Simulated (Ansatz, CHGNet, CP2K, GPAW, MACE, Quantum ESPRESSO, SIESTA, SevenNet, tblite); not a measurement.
# Quantum ESPRESSO on C(110) slab, H on the bottom face, stepped (108 atoms): settings against a plane-wave reference

How near does Quantum ESPRESSO come to plane waves for C(110) slab, H on the bottom face, stepped (108 atoms)?

Method: the method is named at each step, in Quantum ESPRESSO 7.5.

## (1) Starting point

The cell holds 108 atoms: 84 C and 24 H. Its edges and angles: a = 10.089 Å, b = 10.701 Å, c = 14.673 Å, α = 90.0°, β = 90.0°, γ = 90.0°. It derives from C (diamond-structure). Diamond-structure C (a = 3.567 Å), (110) slab of 4 atomic planes, 4 x 3 surface cells, H on the broken bonds of the bottom face, 10 Å of vacuum; the top repeat layer removed from part of the cell (two steps); displaced by a Gaussian of 0.02 Å. Then every atom was moved at random, 0.03 Å r.m.s. a Cartesian component (hydrogen 0.6 of that). Regions: slab, 84 atoms (84 C); hydrogen, 24 atoms (24 H). Vacuum lies along c.

The yardstick, on the same geometry:

* method: Kohn-Sham DFT, PBE, PAW, plane waves (Ansatz 0.2.0); cutoff 420 eV, Γ point, fermi-dirac smearing of 0.05 eV; PAW set soft_2
* r.m.s. force component: 1.588 eV/Å
* longest force: 6.015 eV/Å
* SCF cycles: 14
* time: 12 s on 8 threads of Arm Neoverse V2, shared host
* CPU time: 84 s

## (2) PBE, sssp-1.3.0-efficiency, 45/360 Ry

Method: Kohn-Sham DFT, PBE, SSSP efficiency 1.3.0 pseudopotentials, plane waves.

File pw.in:

```
&control
  calculation = 'scf'
  pseudo_dir = './pseudo'
  outdir = './tmp'
  disk_io = 'none'
  tprnfor = .true.
/
&system
  ibrav = 0
  nat = 108
  ntyp = 2
  ecutwfc = 45
  ecutrho = 360
  nosym = .true.
  occupations = 'smearing'
  smearing = 'fd'
  degauss = 0.003675
/
&electrons
  conv_thr = 5.4e-07
  electron_maxstep = 100
  mixing_beta = 0.2
  mixing_mode = 'local-TF'
  diagonalization = 'david'
/
ATOMIC_SPECIES
C 12.011 C.upf
H 1.008 H.upf
CELL_PARAMETERS angstrom
10.08900 0.00000 0.00000
0.00000 10.70100 0.00000
0.00000 0.00000 14.67336
ATOMIC_POSITIONS crystal
C 0.87196 0.17091 0.40237
C 0.00066 0.08152 0.40105
C 0.99597 0.00215 0.48753
C 0.87532 0.25287 0.48788
C 0.87272 0.16135 0.56791
C 0.00163 0.08844 0.57409
C 0.99982 0.00315 0.65860
C 0.12378 0.16504 0.40056
C 0.25032 0.08581 0.40153
C 0.25101 0.99466 0.48830
C 0.11981 0.25120 0.48711
C 0.12586 0.16956 0.57557
C 0.24421 0.08501 0.57315
C 0.24711 0.99733 0.65787
C 0.12572 0.25507 0.65733
C 0.87714 0.50170 0.40278
C 0.00106 0.41530 0.40157
C 0.00506 0.33491 0.48962
C 0.87325 0.58572 0.48732
C 0.87010 0.50004 0.57397
C 0.99681 0.41728 0.57054
C 0.99890 0.33531 0.65514
C 0.37724 0.16593 0.40100
C 0.49848 0.08410 0.40087
C 0.49887 0.00121 0.48949
C 0.37198 0.25320 0.48627
C 0.37454 0.16805 0.57273
C 0.49726 0.07937 0.57234
C 0.37365 0.25228 0.66164
C 0.12386 0.49780 0.40360
C 0.24842 0.41324 0.40102
C 0.24767 0.33643 0.48759
C 0.12476 0.58727 0.48645
C 0.13189 0.50428 0.57583
C 0.25069 0.41743 0.57144
C 0.25119 0.33451 0.65704
C 0.12491 0.58445 0.65965
C 0.87344 0.83341 0.40202
C 0.99751 0.75030 0.40340
C 0.00414 0.66690 0.48675
C 0.87613 0.91776 0.48814
C 0.87428 0.83438 0.56890
C 0.99752 0.75315 0.56903
C 0.99840 0.66340 0.66224
C 0.62577 0.16876 0.40049
C 0.74973 0.08305 0.40107
C 0.74858 0.00034 0.48645
C 0.62613 0.24904 0.48464
C 0.62734 0.16288 0.57180
C 0.74965 0.07656 0.57128
C 0.37442 0.50248 0.40191
C 0.50263 0.42252 0.39981
C 0.49802 0.33320 0.48671
C 0.38082 0.58710 0.48639
C 0.37989 0.50100 0.57599
C 0.49785 0.41869 0.57570
[... 48 atom lines left out ...]
H 0.37360 0.89176 0.34221
H 0.49842 0.69224 0.33854
H 0.62335 0.89152 0.34081
H 0.75033 0.69184 0.34051
K_POINTS gamma
```

Started as:

```sh
$ OMP_NUM_THREADS=1 mpirun -np 4 pw.x -in pw.in > output.txt
```

The program printed:

```text
Program PWSCF
     gamma-point specific algorithms are used
     one sub-group per band group will be used
     scalapack distributed-memory algorithm (size of sub-group:  2*  2 procs)
     Parallelization info
     sticks:   dense  smooth     PW     G-vecs:    dense   smooth      PW
     Min        2760    1381    345               308265   109008   13630
     Max        2763    1384    346               308268   109011   13634
     Sum       11045    5531   1383              1233067   436037   54525
     bravais-lattice index     =            0
     lattice parameter (alat)  =      19.0654  a.u.
     unit-cell volume          =   10690.5158 (a.u.)^3
     number of atoms/cell      =          108
     number of atomic types    =            2
     number of electrons       =       360.00
     number of Kohn-Sham states=          216
     kinetic-energy cutoff     =      45.0000  Ry
     charge density cutoff     =     360.0000  Ry
     scf convergence threshold =      5.4E-07
     mixing beta               =       0.2000
     number of iterations used =            8  local-TF  mixing
     Exchange-correlation= PBE
                           (   1   4   3   4   0   0   0)
     crystal axes: (cart. coord. in units of alat)
               a(1) = (   1.000000   0.000000   0.000000 )
               a(2) = (   0.000000   1.060660   0.000000 )
               a(3) = (   0.000000   0.000000   1.454392 )
     reciprocal axes: (cart. coord. in units 2 pi/alat)
               b(1) = (  1.000000  0.000000  0.000000 )
               b(2) = (  0.000000  0.942809  0.000000 )
               b(3) = (  0.000000  0.000000  0.687573 )
     PseudoPot. # 1 for C :
     Pseudo is Projector augmented-wave + core cor, Zval =  4.0
     PseudoPot. # 2 for H :
     Pseudo is Ultrasoft, Zval =  1.0
     atomic species   valence    mass     pseudopotential
     C                 4.00    12.01100     C ( 1.00)
     H                 1.00     1.00800     H ( 1.00)
     No symmetry found
   Cartesian axes
     number of k points=     1  Fermi-Dirac smearing, width (Ry)=  0.0037
                       cart. coord. in units 2pi/alat
        k(    1) = (   0.0000000   0.0000000   0.0000000), wk =   2.0000000
     Dense  grid:   616534 G-vectors     FFT dimensions: ( 120, 125, 180)
     Smooth grid:   218019 G-vectors     FFT dimensions: (  81,  90, 120)
     Check: negative core charge=   -0.000007
     Initial potential from superposition of free atoms
     starting charge     359.9963, renormalised to     360.0000
     negative rho (up, down):  9.883E-04 0.000E+00
     Starting wfcs are  360 randomized atomic wfcs
     Self-consistent Calculation
     iteration #  1     ecut=    45.00 Ry     beta= 0.20
     negative rho (up, down):  2.200E-06 0.000E+00
     total energy              =   -1574.71348161 Ry
     estimated scf accuracy    <       8.54501989 Ry
     iteration #  2     ecut=    45.00 Ry     beta= 0.20
     negative rho (up, down):  2.297E-08 0.000E+00
     total energy              =   -1572.75292448 Ry
     estimated scf accuracy    <       6.17430154 Ry
     iteration #  3     ecut=    45.00 Ry     beta= 0.20
     total energy              =   -1572.82016041 Ry
     estimated scf accuracy    <       1.40915477 Ry
     iteration #  4     ecut=    45.00 Ry     beta= 0.20
     total energy              =   -1572.81534714 Ry
     estimated scf accuracy    <       0.61390111 Ry
     iteration #  5     ecut=    45.00 Ry     beta= 0.20
     total energy              =   -1572.79964612 Ry
     estimated scf accuracy    <       0.38770081 Ry
     iteration #  6     ecut=    45.00 Ry     beta= 0.20
     total energy              =   -1572.74395082 Ry
     estimated scf accuracy    <       0.28506958 Ry
[...]
negative rho (up, down):  1.356E-04 0.000E+00
[...]
negative rho (up, down):  1.616E-03 0.000E+00
[...]
negative rho (up, down):  8.457E-03 0.000E+00
[...]
total energy              =   -1572.70679821 Ry
[...]
iteration # 22     ecut=    45.00 Ry     beta= 0.20
[...]
total energy              =   -1572.70679808 Ry
     estimated scf accuracy    <       0.00000193 Ry
     iteration # 23     ecut=    45.00 Ry     beta= 0.20
     negative rho (up, down):  2.435E-03 0.000E+00
     total energy              =   -1572.70679819 Ry
     estimated scf accuracy    <       0.00000082 Ry
     iteration # 24     ecut=    45.00 Ry     beta= 0.20
     negative rho (up, down):  2.304E-03 0.000E+00
     End of self-consistent calculation
          k = 0.0000 0.0000 0.0000 ( 27263 PWs)   bands (ev):
   -19.5052 -18.5995 -18.4431 -18.2953 -18.2712 -17.3591 -17.3369 -17.2960
   -17.2629 -16.8068 -16.0244 -15.9225 -15.7249 -15.5849 -15.4626 -15.2891
   -14.9209 -14.8525 -14.8307 -14.7388 -14.6747 -14.6183 -14.5733 -14.4831
   -14.3861 -14.2612 -14.1785 -14.0660 -14.0127 -13.9293 -13.6692 -13.5400
   -13.4224 -12.6627 -12.3749 -12.2252 -12.1673 -11.6964 -11.6170 -11.5145
   -11.4549 -11.1731 -11.0676 -11.0336 -10.9695 -10.9366 -10.8296 -10.7500
[...]
3.2965   3.4604   3.5361   3.5837   4.4987   4.5626   4.5726   4.5906
     5.5448   5.6509   5.6683   5.7073   5.7372   6.3638   6.4156   6.4492
     6.5481   6.6032   6.6661   6.6936   6.8100   6.9731   7.0136   7.0786
     the Fermi energy is     1.3539 ev
!    total energy              =   -1572.70679843 Ry
     estimated scf accuracy    <       0.00000030 Ry
     smearing contrib. (-TS)   =      -0.01611475 Ry
     internal energy E=F+TS    =   -1572.69068368 Ry
     The total energy is F=E-TS. E is the sum of the following terms:
     one-electron contribution =   -8352.66582314 Ry
     hartree contribution      =    4291.39994719 Ry
     xc contribution           =    -405.15380663 Ry
     ewald contribution        =    3411.56349074 Ry
     one-center paw contrib.   =    -517.83449185 Ry
     convergence has been achieved in  24 iterations
     negative rho (up, down):  2.304E-03 0.000E+00
     Forces acting on atoms (cartesian axes, Ry/au):
     atom    1 type  1   force =     0.05401185   -0.11383212   -0.00856750
     atom    2 type  1   force =    -0.04077880    0.10410215    0.03552019
     atom    3 type  1   force =     0.08728689   -0.03670278   -0.01811336
     atom    4 type  1   force =    -0.00869997   -0.02584163    0.00935578
     atom    5 type  1   force =     0.03494550   -0.00629027    0.00644797
     atom    6 type  1   force =    -0.08759188   -0.01828609    0.05007545
[...]
atom  106 type  2   force =    -0.00483183    0.01173726    0.01273678
     atom  107 type  2   force =     0.00371427    0.02546874   -0.04156374
     atom  108 type  2   force =     0.00056914   -0.00130796   -0.00602384
     Total force =     1.112662     Total SCF correction =     0.001245
     Message from routine punch:
     Nothing written, as per user request (disk_io='none')
```

The job ended after 2.8 min (4 MPI ranks of Arm Neoverse V2, shared host; peak memory 3.5 GiB).

Banners, paths, timers and routine set-up lines are dropped from the logs unmarked, and long logs keep their key lines alone; longer cuts are marked.

Against the reference:

```yaml
r_m_s_force_component: 1.589 eV/Å
r_m_s_difference_of_force_components: 6.5 meV/Å
longest_difference_of_force_vectors: 19.92 meV/Å
force_difference_over_r_m_s_force: 0.4093 %
slope_of_forces_against_the_reference_s: 1.001
correlation_of_force_components: 1
```

Length of the force difference by element (eV/Å):

```
element  atoms    mean   most
      C     84  0.0078  0.020
      H     24   0.016  0.020
```

A closer look about C49, picked at random: 11 atoms, nearest first, numbered in the order of the input, with positions taken from that point.

```
atom      x      y      z  distance (Å)  bonds     Fx     Fy  Fz (eV/Å)
 C49   0.00   0.00   0.00          0.00      3  -0.45  -4.36      -0.80
 C50   1.23  -0.92  -0.01          1.54      3  -0.30   5.63       0.13
 C48  -0.01   0.92  -1.28          1.58      4  -0.59   1.55       2.41
 C28  -1.31  -0.89   0.01          1.59      3  -0.17   2.97       0.24
 C47   1.22  -1.74  -1.25          2.47      4  -0.32  -2.65       0.70
 C25  -1.30  -1.73  -1.21          2.48      4  -0.17  -1.46      -1.16
  C5   2.48  -0.02  -0.06          2.48      3   0.90  -0.16       0.17
 C45  -0.02   0.06  -2.51          2.51      4  -0.56  -3.29       1.12
 C68   1.25   1.80  -1.25          2.52      4   0.13   0.19       1.05
 C27  -2.55   0.06   0.01          2.55      4   0.75  -1.31       1.71
 C53  -1.30   1.82  -1.25          2.57      4   0.82   0.20       0.56
```

Forces lie 0.41 % from the reference's, at 8.1 times its CPU time (on 4 against 8 cores).

Left out of this page: QE PBE, sssp-1.3.0-efficiency, 45/22 Ry (killed or ended with an error).

## (3) Summary of results

| Property | Result |
| --- | --- |
| force difference from the reference | QE PBE, sssp-1.3.0-efficiency, 45/360 Ry, 0.41 % |
| its CPU time | 11 min |

What this shows: PBE on plane waves or a grid with other potentials, cutoffs or grids differs from the reference by 0.41 % (QE PBE, sssp-1.3.0-efficiency, 45/360 Ry) of the r.m.s. force; this holds the reference's own error, so differences of a few per cent don't tell which side is nearer the exact PBE result (QE's 45 Ry are 612 eV, against the reference's 420 eV). The runs have no spin polarisation, so any moments at edges, vacancies or dangling bonds can't form. The electronic-structure runs sample only Γ, in a cell whose shortest periodic width is 10 Å, which is coarse for a cell with partly filled levels.

[Also dropped from logs without a mark: logging warnings of Python, and SIESTA's first energy breakdown and zero terms.]

[Logs are printed without paths, hosts, clocks, repeated set-up lines and the standing remarks that a program may print on its own settings, such as how far it seeks lower states.]

[Hosts, paths, dates, database ids (printed as entryN), source tags and the programs' standing remarks are cut or masked in the printed files.]
